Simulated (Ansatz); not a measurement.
# Os (P6_3/mmc, 2 atoms in the cell) under uniaxial strain along c, part 2 of 2

Aim: how do the optical modes of Os (P6_3/mmc, 2 atoms in the cell) shift and split under this strain?

Ansatz 0.2.0; DFT PBEsol, scalar-relativistic, plane waves, PAW; PAW set soft_1.

So far. Step 3 (Tight relaxation): The forces vanish by symmetry and the pressure is 0.000 GPa, within the tolerances set. The cell now holds 13.89 Å³/atom.

**4. Modes at rest**

The force constants come from the linear response of the density to a displacement.

The modes at rest are the reference of the series.

input.yaml

```yaml
crystal:
  lattice:
    - [2.7278821753, 0.0, 0.0]
    - [-1.3639410877, 2.3624152623, 0.0]
    - [0.0, 0.0, 4.3111672212]
  atoms:
    - { symbol: Os, position: [0.3333333333, 0.6666666667, 0.25] }
    - { symbol: Os, position: [0.6666666667, 0.3333333333, 0.75] }
kpoints:
  mp_grid: { grid: [18, 18, 12] }
hamiltonian:
  xc: pbesol
  pseudopotentials: { kind: paw, azcp: { folder: soft_1 }, xc_functional: pbe }
scf:
  occupations: { method: methfessel_paxton, width: 0.2 }
output:
  eigenvalues: true
phonons:
  method: dfpt
```

Command:

```
$ ansatz run input.yaml --threads 4 --pin off --max-ram 10240MiB --backend cpu --events-out ev --progress --plain --runs-dir out
```

Numbers of over 12 decimals in the logs are rounded to 6 here.

The log of the run:

```text
zone centre: on kpoints.mp_grid the ground state, and the responses unless they are solved on pairs of k-points, stand on 637 of the mesh's 3888 k-points, reduced under 4 symmetry operations, with k and −k counted as one. Each operation leaves every solved displacement unchanged or reverses it
[...]
Crystal: 2 atoms, lattice volume = 27.783 Å³
Basis set: ecut = 420 eV, 537 PW (Γ), exchange–correlation on 40×40×60 points (8 copies of the dense FFT grid, shifted against one another)
Bands: 20, of which v1, the nominal top of the filled ones, is band 16 counted from 1 (15 counted from 0)
Symmetry: 24 space group operations
k-points: 637 of 3888 (irreducible under 4 space group operations, time reversal used)
[...]
SCF iter   1: F=—  HF=-22505.016587 eV  |F-HF|=—  |Δ(HF+E_count)|=         —  Δρ=6.35e-2  dr2=9.52e-1  ethr=3.10e-3  ⟨swp⟩=5.0  Hψ=115688  notcnv=0  defer=52
automatic band count: the SCF goes on with 24 bands, as 20 were too few: they end inside the smearing window of the response
[...]
SCF iter   2: F=—  HF=-22504.771771 eV  |F-HF|=—  |Δ(HF+E_count)|=   2.45e-1  S|Δr|=    0.00e0  Δρ=3.75e-2  dr2=3.24e-1  ethr=2.98e-3  ⟨swp⟩=2.0  Hψ=23088  notcnv=0  defer=724
[...]
SCF iter   8: F=-22504.656562 eV  HF=-22504.656562 eV  |F-HF|=3.64e-12  |Δ(HF+E_count)|=  4.26e-10  S|Δr|=    0.00e0  Δρ=1.01e-7  dr2=1.73e-12  ethr=1.00e-12  ⟨swp⟩=8.9  Hψ=86060  notcnv=0
SCF 1 converged in 8 iterations: F = -22504.656562 eV  dr2 = 1.73e-12
[...]
DFPT response loops at Γ: preconditioner auto → Kerker (q_TF=auto, 2.793 Å⁻¹) (partly filled bands, converged f_vac=0.000); β = 1.00, the filter's whole step (`scf.mixing.beta` (0.50) is not read by the response loops under this deck's `scf.mixing.preconditioner`; to damp them name `kerker` or `kerker_dos`, under which they read `scf.mixing.beta`, and type it under 1.00, their step now; both keys bind the ground state too); Broyden in place of MSR1
SCF converged after 8 iterations
[...]
Free energy (F): -22504.656562 eV
[...]
Internal energy: -22504.656738 eV  (E = F + TS)
E sigma→0 (E₀):  -22504.656606 eV
Entropy (-TS):   0.000176 eV (0.088 meV/atom)
Fermi energy:    26.052882 eV
[...]
--- Band table (eV; the first three rows and the last of 637) ---
  k-point 0: bands = [... 12 lower, 23.2104, 23.8090, 23.8090, 24.4774, 24.4774, 26.0493, 27.7713, 27.7713, ... 4 higher]
  k-point 1: bands = [... 12 lower, 23.1582, 23.7498, 23.7498, 24.6154, 24.6154, 25.7535, 27.7854, 27.7854, ... 4 higher]
  k-point 2: bands = [... 12 lower, 23.0122, 23.5900, 23.5900, 24.9676, 24.9676, 25.0162, 27.8039, 27.8039, ... 4 higher]
  k-point 636: bands = [... 12 lower, 22.5841, 22.5841, 24.3931, 24.3931, 28.3666, 28.3666, 30.9518, 30.9518, ... 4 higher]
--- Phonons (Γ-DFPT): 2 representative perturbations + reference, on 637 of 3888 k-points (Σ response iterations 4) ---
  k mesh reduced under 4 symmetry operations, with k and −k counted as one. Each operation leaves every solved displacement unchanged or reverses it
  ASR residual: 1.384e-5 → 0.000e0 eV/Å²; symmetrization residual: 8.357e-10 eV/Å²
  ASR residual per site (eV/Å²): 1.38e-5 1.38e-5
  Γ frequencies (cm⁻¹): 0.00 0.00 0.00 166.33 166.33 225.25
  non-analytic LO–TO correction: not included (Born effective charges unavailable; polar crystals: no LO–TO splitting at Γ)
```

Elapsed: 19 s, on 4 threads of Arm Neoverse V2, shared host; peak memory 1.2 GiB.

Reading the cycles: dr2 is the Hartree energy of the density residual (eV), the measure of convergence; HF is the Harris–Foulkes estimate of the energy, which meets the free energy F at convergence.

This step gave:

| Item | Value |
| --- | --- |
| sum-rule residual before enforcement | 1.38e-5 eV/Å² |
| point group | 6/mmm |
| highest optical mode at the zone centre (no LO-TO term) | 225.2 cm⁻¹ |
| lowest optical zone-centre mode | 166.3 cm⁻¹ |

Patterns of degenerate modes are one choice out of their space. Modes at Γ:

| mode | frequency (cm⁻¹) | symmetry |
| --- | --- | --- |
| 1 | 0.0 | acoustic |
| 2 | 0.0 | acoustic |
| 3 | 0.0 | acoustic |
| 4 | 166.3 | E2g |
| 5 | 166.3 | E2g |
| 6 | 225.2 | B1g |

Displacements in mode 5 (166.3 cm⁻¹), the largest set to 1:
```
Os1  0.00  1.00  0.00
Os2  0.00 -1.00  0.00
```

Displacements in mode 6 (225.2 cm⁻¹), the largest set to 1:
```
Os1  0.00  0.00  1.00
Os2  0.00  0.00 -1.00
```

Before it was imposed, the acoustic sum rule was missed by 1.4e-5 eV/Å². Small misses are needed for a sound result but don't prove that mesh and cutoff are converged. The lowest optical mode is real, 166 cm⁻¹.

**5. A member of the series: uniaxial strain of +4 % along c**

The cell takes a uniaxial strain of +4 % along c. The strained length and the angles are held, while the rest of the cell and the atoms relax.

input.yaml, the sections that differ from step 4:

```yaml
crystal:
  lattice:
    - [2.7115136711, 0.0, 0.0]
    - [-1.3557568355, 2.3482397219, 0.0]
    - [0.0, 0.0, 4.48361391]
  atoms:
    - { symbol: Os, position: [0.3333333337, 0.6666666663, 0.25] }
    - { symbol: Os, position: [0.6666666663, 0.3333333337, 0.75] }
output:
  forces: true
  stress: true
  eigenvalues: true
relax:
  adjacent_minimum: "off"
  f_tol: 0.001
  max_steps: 60
  cell: { stress_tol: 0.01, fix: [c, angles] }
# kpoints, hamiltonian, scf: as in step 4
# phonons: removed
```

The log of the run:

```text
[...]
k-point 636: bands = [... 12 lower, 24.3474, 24.3474, 25.1681, 25.1681, 27.9592, 27.9592, 28.5378, 28.5378]
--- Relaxed structure (4 steps of the walk, 3 accepted, 1 SCFs on fresh bases) ---
[...]
cell:  # Å, volume = 28.4508 Å³
    - [2.706874, -2.8818185502950983e-11, 0]
    - [-1.353437, 2.344222, 0]
    - [0, 0, 4.48361391]
  atoms:
    - { symbol: Os, position: [0.333333, 0.666667, 0.250000] }
    - { symbol: Os, position: [0.666667, 0.333333, 0.750000] }
[key lines of the parts left out:]
SCF converged after 4 iterations
Free energy (F): -22504.556232 eV
Fermi energy:    25.320556 eV
P = ⅓ Tr σ = -9.4202 GPa (-94.202 kbar)
```

It took 16 s on 4 threads; peak memory 0.59 GiB.

Relaxation path:

| step | energy less that of the first step (eV) | largest force component (eV/Å) | pressure (GPa) | volume (Å³) |
| --- | --- | --- | --- | --- |
| 1 | 0.0000 | 0.0000 | -10.78 | 28.55 |
| 2 | 0.0017 | 0.0000 | -6.49 | 28.25 |
| 3 | -0.0006 | 0.0000 | -9.45 | 28.45 |
| 4 | -0.0006 | 0.0000 | -9.42 | 28.45 |
| 5* | -0.0005 | 0.0000 | -9.42 | 28.45 |

Relaxation steps marked * repeat the geometry before them on a plane-wave basis chosen anew for their cell, so energy and pressure can jump there. Relaxation step 2 was tried and not accepted.

| conventional cell, symmetrised | before | after | change |
| --- | --- | --- | --- |
| a (Å) | 2.712 | 2.707 | -0.2 % |
| b (Å) | 2.712 | 2.707 | -0.2 % |
| c (Å) | 4.484 | 4.484 | -0.0 % |
| volume (Å³/atom) | 14.27 | 14.23 | -0.3 % |

Final coordinates:

```cif
data_structure
_symmetry_space_group_name_H-M 'P 1'
_symmetry_Int_Tables_number 1
_cell_length_a 2.7069
_cell_length_b 2.7069
_cell_length_c 4.4836
_cell_angle_alpha 90.000
_cell_angle_beta 90.000
_cell_angle_gamma 120.000
_cell_volume 28.45
loop_
_atom_site_label
_atom_site_type_symbol
_atom_site_fract_x
_atom_site_fract_y
_atom_site_fract_z
_atom_site_occupancy
Os1 Os 0.33333 0.66667 0.25000 1
Os2 Os 0.66667 0.33333 0.75000 1
```

This step gave:

* pressure: -9.420 GPa
* volume per atom: 14.23 Å³

The forces vanish by symmetry.

The cell shrank by 0.3 % in volume.

**6. Zone-centre modes of the member: uniaxial strain of +4 % along c**

The zone-centre modes follow for uniaxial strain of +4 % along c.

input.yaml, the sections that differ from step 5:

```yaml
crystal:
  lattice:
    - [2.706874081, 0.0, 0.0]
    - [-1.3534370405, 2.344221719, 0.0]
    - [0.0, 0.0, 4.48361391]
  atoms:
    - { symbol: Os, position: [0.3333333337, 0.6666666663, 0.25] }
    - { symbol: Os, position: [0.6666666663, 0.3333333337, 0.75] }
output:
  eigenvalues: true
phonons:
  method: dfpt
# kpoints, hamiltonian, scf: as in step 5
# relax: removed
```

The log of the run:

```text
[...]
Crystal: 2 atoms, lattice volume = 28.451 Å³
Basis set: ecut = 420 eV, 549 PW (Γ), exchange–correlation on 40×40×60 points (8 copies of the dense FFT grid, shifted against one another)
Bands: 20, of which v1, the nominal top of the filled ones, is band 16 counted from 1 (15 counted from 0)
Symmetry: 24 space group operations
k-points: 637 of 3888 (irreducible under 4 space group operations, time reversal used)
[...]
SCF iter   1: F=—  HF=-22504.924904 eV  |F-HF|=—  |Δ(HF+E_count)|=         —  Δρ=6.27e-2  dr2=9.80e-1  ethr=3.10e-3  ⟨swp⟩=5.0  Hψ=115746  notcnv=0  defer=34
[...]
SCF iter   8: F=-22504.556232 eV  HF=-22504.556232 eV  |F-HF|=3.64e-12  |Δ(HF+E_count)|=  1.86e-10  S|Δr|=    0.00e0  Δρ=1.56e-7  dr2=5.34e-12  ethr=1.00e-12  ⟨swp⟩=8.8  Hψ=85632  notcnv=0
SCF 1 converged in 8 iterations: F = -22504.556232 eV  dr2 = 5.34e-12
[...]
SCF converged after 8 iterations
[...]
Free energy (F): -22504.556232 eV
[...]
Internal energy: -22504.555319 eV  (E = F + TS)
E sigma→0 (E₀):  -22504.556004 eV
Entropy (-TS):   -0.000913 eV (-0.456 meV/atom)
Fermi energy:    25.320557 eV
[...]
--- Band table (eV; the first three rows and the last of 637) ---
  k-point 0: bands = [... 12 lower, 22.3902, 23.0882, 23.0882, 24.2258, 24.2258, 24.7958, 27.0062, 27.0062, ... 4 higher]
  k-point 1: bands = [... 12 lower, 22.3596, 23.0472, 23.0472, 24.3217, 24.3217, 24.5335, 27.0044, 27.0044, ... 4 higher]
  k-point 2: bands = [... 12 lower, 22.2923, 22.9347, 22.9347, 23.8776, 24.5806, 24.5806, 26.9858, 26.9858, ... 4 higher]
  k-point 636: bands = [... 12 lower, 21.9704, 21.9704, 23.7251, 23.7251, 27.5419, 27.5419, 30.2443, 30.2443, ... 4 higher]
[...]
ASR residual: 1.233e-4 → 0.000e0 eV/Å²; symmetrization residual: 6.830e-13 eV/Å²
  ASR residual per site (eV/Å²): 1.23e-4 1.23e-4
  Γ frequencies (cm⁻¹): 0.00 0.00 0.00 148.29 148.29 173.15
[...]
```

Wall time 20 s (4 threads); peak memory 1.3 GiB; 72 s of CPU time.

This step gave:

- sum-rule residual before enforcement: 1.23e-4 eV/Å²
- highest optical mode at the zone centre (no LO-TO term): 173.2 cm⁻¹
- lowest optical zone-centre mode: 148.3 cm⁻¹

Patterns of degenerate modes are one choice out of their space. Modes at Γ:

| mode | frequency (cm⁻¹) | symmetry |
| --- | --- | --- |
| 1 | 0.0 | acoustic |
| 2 | 0.0 | acoustic |
| 3 | 0.0 | acoustic |
| 4 | 148.3 | E2g |
| 5 | 148.3 | E2g |
| 6 | 173.2 | B1g |

Displacements in mode 4 (148.3 cm⁻¹), the largest set to 1:
```
Os1  0.00  1.00  0.00
Os2  0.00 -1.00  0.00
```

Displacements in mode 6 (173.2 cm⁻¹), the largest set to 1:
```
Os1  0.00  0.00 -1.00
Os2  0.00  0.00  1.00
```

The lowest optical mode is real, 148 cm⁻¹, and the highest lies at 173.2 cm⁻¹.

Between step 4 and this run (strain 4 %) the value for the highest optical mode at the zone centre (no LO-TO term) moves from 225 cm⁻¹ to 173 cm⁻¹ (-23 %).

**7. Relaxation of a member: uniaxial strain of -4 % along c**

The cell takes a uniaxial strain of -4 % along c. The strained length and the angles are held, while the rest of the cell and the atoms relax.

input.yaml, the sections that differ from step 6:

```yaml
crystal:
  lattice:
    - [2.7498940438, 0.0, 0.0]
    - [-1.3749470219, 2.3814780996, 0.0]
    - [0.0, 0.0, 4.1387205324]
  atoms:
    - { symbol: Os, position: [0.3333333329, 0.6666666671, 0.25] }
    - { symbol: Os, position: [0.6666666671, 0.3333333329, 0.75] }
output:
  forces: true
  stress: true
  eigenvalues: true
relax:
  adjacent_minimum: "off"
  f_tol: 0.001
  max_steps: 60
  cell: { stress_tol: 0.01, fix: [c, angles] }
# kpoints, hamiltonian, scf: as in step 6
# phonons: removed
```

The log of the run:

```text
[...]
Crystal: 2 atoms, lattice volume = 27.104 Å³
Basis set: ecut = 420 eV, 523 PW (Γ), exchange–correlation on 40×40×60 points (8 copies of the dense FFT grid, shifted against one another)
Bands: 20, of which v1, the nominal top of the filled ones, is band 16 counted from 1 (15 counted from 0)
Symmetry: 8 space group operations
k-points: 637 of 3888
[...]
k-point 636: bands = [... 12 lower, 25.1298, 25.1298, 26.4246, 26.4246, 28.8299, 28.8299, 29.9983, 29.9983]
--- Relaxed structure (4 steps of the walk, 3 accepted, 1 SCFs on fresh bases) ---
[...]
cell:  # Å, volume = 27.2702 Å³
    - [2.758329, -4.360594360698439e-19, 0]
    - [-1.379165, 2.388783, 0]
    - [0, 0, 4.1387205324]
  atoms:
    - { symbol: Os, position: [0.333333, 0.666667, 0.250000] }
    - { symbol: Os, position: [0.666667, 0.333333, 0.750000] }
[key lines of the parts left out:]
SCF converged after 5 iterations
Free energy (F): -22504.544684 eV
Fermi energy:    26.660587 eV
P = ⅓ Tr σ = 10.8979 GPa (108.979 kbar)
```

Run time: 16 s. Hardware: 4 threads; peak memory 0.58 GiB.

Step by step:

| step | energy less that of the first step (eV) | largest force component (eV/Å) | pressure (GPa) | volume (Å³) |
| --- | --- | --- | --- | --- |
| 1 | 0.0000 | 0.0000 | 13.65 | 27.10 |
| 2 | 0.0044 | 0.0000 | 5.90 | 27.59 |
| 3 | -0.0014 | 0.0000 | 10.81 | 27.28 |
| 4 | -0.0015 | 0.0000 | 10.90 | 27.27 |
| 5* | -0.0016 | 0.0000 | 10.90 | 27.27 |

Relaxation steps marked * repeat the geometry before them on a plane-wave basis chosen anew for their cell, so energy and pressure can jump there. Relaxation step 2 was tried and not accepted.

| conventional cell, symmetrised | before | after | change |
| --- | --- | --- | --- |
| a (Å) | 2.750 | 2.758 | +0.3 % |
| b (Å) | 2.750 | 2.758 | +0.3 % |
| c (Å) | 4.139 | 4.139 | +0.0 % |
| volume (Å³/atom) | 13.55 | 13.64 | +0.6 % |

Final coordinates:

```xyz
2
Lattice="2.7583 0.0000 0.0000 -1.3792 2.3888 0.0000 0.0000 0.0000 4.1387" Properties=species:S:1:pos:R:3 pbc="T T T"
Os    0.0000    1.5925    1.0347
Os    1.3792    0.7963    3.1040
```

Numbers from this step:

```
pressure        : 10.90 GPa
volume per atom : 13.64 Å³
```

The forces vanish by symmetry.

The cell grew by 0.6 % in volume.

**8. Zone-centre modes of the member: uniaxial strain of -4 % along c**

The zone-centre modes follow for uniaxial strain of -4 % along c.

input.yaml, the sections that differ from step 7:

```yaml
crystal:
  lattice:
    - [2.7583290884, 0.0, 0.0]
    - [-1.3791645442, 2.3887830625, 0.0]
    - [0.0, 0.0, 4.1387205324]
  atoms:
    - { symbol: Os, position: [0.3333333337, 0.6666666663, 0.25] }
    - { symbol: Os, position: [0.6666666663, 0.3333333337, 0.75] }
output:
  eigenvalues: true
phonons:
  method: dfpt
# kpoints, hamiltonian, scf: as in step 7
# relax: removed
```

The log of the run:

```text
[...]
Crystal: 2 atoms, lattice volume = 27.270 Å³
Basis set: ecut = 420 eV, 523 PW (Γ), exchange–correlation on 40×40×60 points (8 copies of the dense FFT grid, shifted against one another)
Bands: 20, of which v1, the nominal top of the filled ones, is band 16 counted from 1 (15 counted from 0)
Symmetry: 24 space group operations
k-points: 637 of 3888 (irreducible under 4 space group operations, time reversal used)
[...]
k-point 2: bands = [... 12 lower, 24.0810, 24.0883, 24.0883, 25.2110, 25.2110, 26.1200, 28.5021, 28.5021, ... 4 higher]
  k-point 636: bands = [... 12 lower, 23.0893, 23.0893, 24.8988, 24.8988, 28.9091, 28.9091, 31.5049, 31.5049, ... 4 higher]
[...]
ASR residual: 9.163e-6 → 0.000e0 eV/Å²; symmetrization residual: 2.751e-13 eV/Å²
  ASR residual per site (eV/Å²): 9.16e-6 9.16e-6
  Γ frequencies (cm⁻¹): 0.00 0.00 0.00 187.06 187.06 269.14
[...]
[key lines of the parts left out:]
SCF converged after 9 iterations
Free energy (F): -22504.544684 eV
Fermi energy:    26.660586 eV
```

Elapsed: 19 s, on 4 threads; peak memory 1.2 GiB; 70 s of CPU time.

Numbers from this step:

| Item | Value |
| --- | --- |
| sum-rule residual before enforcement | 9.16e-6 eV/Å² |
| highest optical mode at the zone centre (no LO-TO term) | 269.1 cm⁻¹ |
| lowest optical zone-centre mode | 187.1 cm⁻¹ |

Patterns of degenerate modes are one choice out of their space. Modes at Γ:

| mode | frequency (cm⁻¹) | symmetry |
| --- | --- | --- |
| 1 | 0.0 | acoustic |
| 2 | 0.0 | acoustic |
| 3 | 0.0 | acoustic |
| 4 | 187.1 | E2g |
| 5 | 187.1 | E2g |
| 6 | 269.1 | B1g |

The lowest optical mode is real, 187 cm⁻¹, and the highest lies at 269.1 cm⁻¹.

Between step 4 and this run (strain -4 %) the value for the highest optical mode at the zone centre (no LO-TO term) moves from 225 cm⁻¹ to 269 cm⁻¹ (+19 %).

**9. All members side by side**

The members are set side by side, also those not shown above.

Stress is positive in compression; energies are extrapolated to zero smearing, and E0 is that at rest; the edges not held and the atoms are relaxed in each cell; all runs use 18×18×12 k points and Methfessel-Paxton smearing of 0.2 eV. State of the crystal along the series:

| strain (%) | stress along the axis (GPa) | free strain along a (%) | free strain along b (%) | E - E0 (meV/atom) |
| --- | --- | --- | --- | --- |
| -4 | 32.7 | 1.116 | 1.116 | 55.93 |
| -3 | 23.98 | 0.8069 | 0.8069 | 30.87 |
| -2 | 15.65 | 0.5183 | 0.5183 | 13.55 |
| -1 | 7.707 | 0.2476 | 0.2476 | 3.379 |
| 0 | 2.97e-4 | 0 | 0 | 0 |
| 1 | -7.543 | -0.2218 | -0.2218 | 3.221 |
| 2 | -14.87 | -0.4195 | -0.4195 | 12.88 |
| 3 | -21.82 | -0.6 | -0.6 | 28.72 |
| 4 | -28.26 | -0.7701 | -0.7701 | 50.3 |

Optical modes are counted from below at rest and tracked from member to member by their patterns, and modes that stay within 0.3 cm⁻¹ of each other stand once; labels, where given, are those at rest; the edges not held and the atoms are relaxed in each cell; all runs use 18×18×12 k points and Methfessel-Paxton smearing of 0.2 eV. Optical modes along the series:

| strain (%) | optical mode 1 E2g (cm⁻¹) | optical mode 2 B1g (cm⁻¹) |
| --- | --- | --- |
| -4 | 187.1 | 269.1 |
| -3 | 182.2 | 258.8 |
| -2 | 176.7 | 248.1 |
| -1 | 171.3 | 237 |
| 0 | 166.3 | 225.2 |
| 1 | 161.6 | 212.9 |
| 2 | 157.1 | 200 |
| 3 | 152.7 | 186.7 |
| 4 | 148.3 | 173.2 |

Value and slope at zero strain of a cubic (a lower polynomial where under five rows exist) through the rows within 2 % of rest. Slopes at rest:

| mode | frequency (cm⁻¹) | shift per percent of strain (cm⁻¹) | shift per GPa of compressive stress (cm⁻¹) |
| --- | --- | --- | --- |
| optical mode 1 E2g | 166.3 | -4.85 | 0.64 |
| optical mode 2 B1g | 225.2 | -12.03 | 1.58 |

**10. Results**

| Quantity | Value |
| --- | --- |
| members | 9 |
| highest optical mode at the zone centre (no LO-TO term), at rest | 225.2 cm⁻¹ |
| Young’s modulus along c | 762 GPa |
| optical mode 1 E2g, shift per percent | -4.85 cm⁻¹ |
| optical mode 2 B1g, shift per percent | -12.03 cm⁻¹ |

The stress changes by 7.62 GPa for each percent, a Young’s modulus of 762 GPa along c. For each percent the free edge responds with -0.23 %. The fastest shift in the table of slopes is -12.0 cm⁻¹ for each percent (optical mode 2 B1g), or 1.6 cm⁻¹ for each GPa of compressive stress. For small strain, the measured shift of a line that Raman or infrared light can see, divided by its slope, estimates the stress, if the state of stress is of this kind. These are harmonic frequencies at zero temperature: anharmonic shifts, linewidths and thermal expansion are left out. Spin-orbit coupling is left out, which can matter for the heavy elements here. With no gap, or one that is small against the smearing, the frequencies hang on the k mesh and the smearing, most of all near Kohn anomalies. The PAW files were made for PBE; the program adapts parts of them to the functional of the run, but their partial waves stay those of PBE, an approximation that was not tested in this session. Only the zone centre was solved, so an instability at another wavevector cannot show here.

[Logs are printed without paths, hosts, clocks, repeated set-up lines and the standing remarks that a program may print on its own settings, such as how far it seeks lower states.]

[Hosts, paths, dates, database ids (printed as entryN), source tags and the programs' standing remarks are cut or masked in the printed files.]
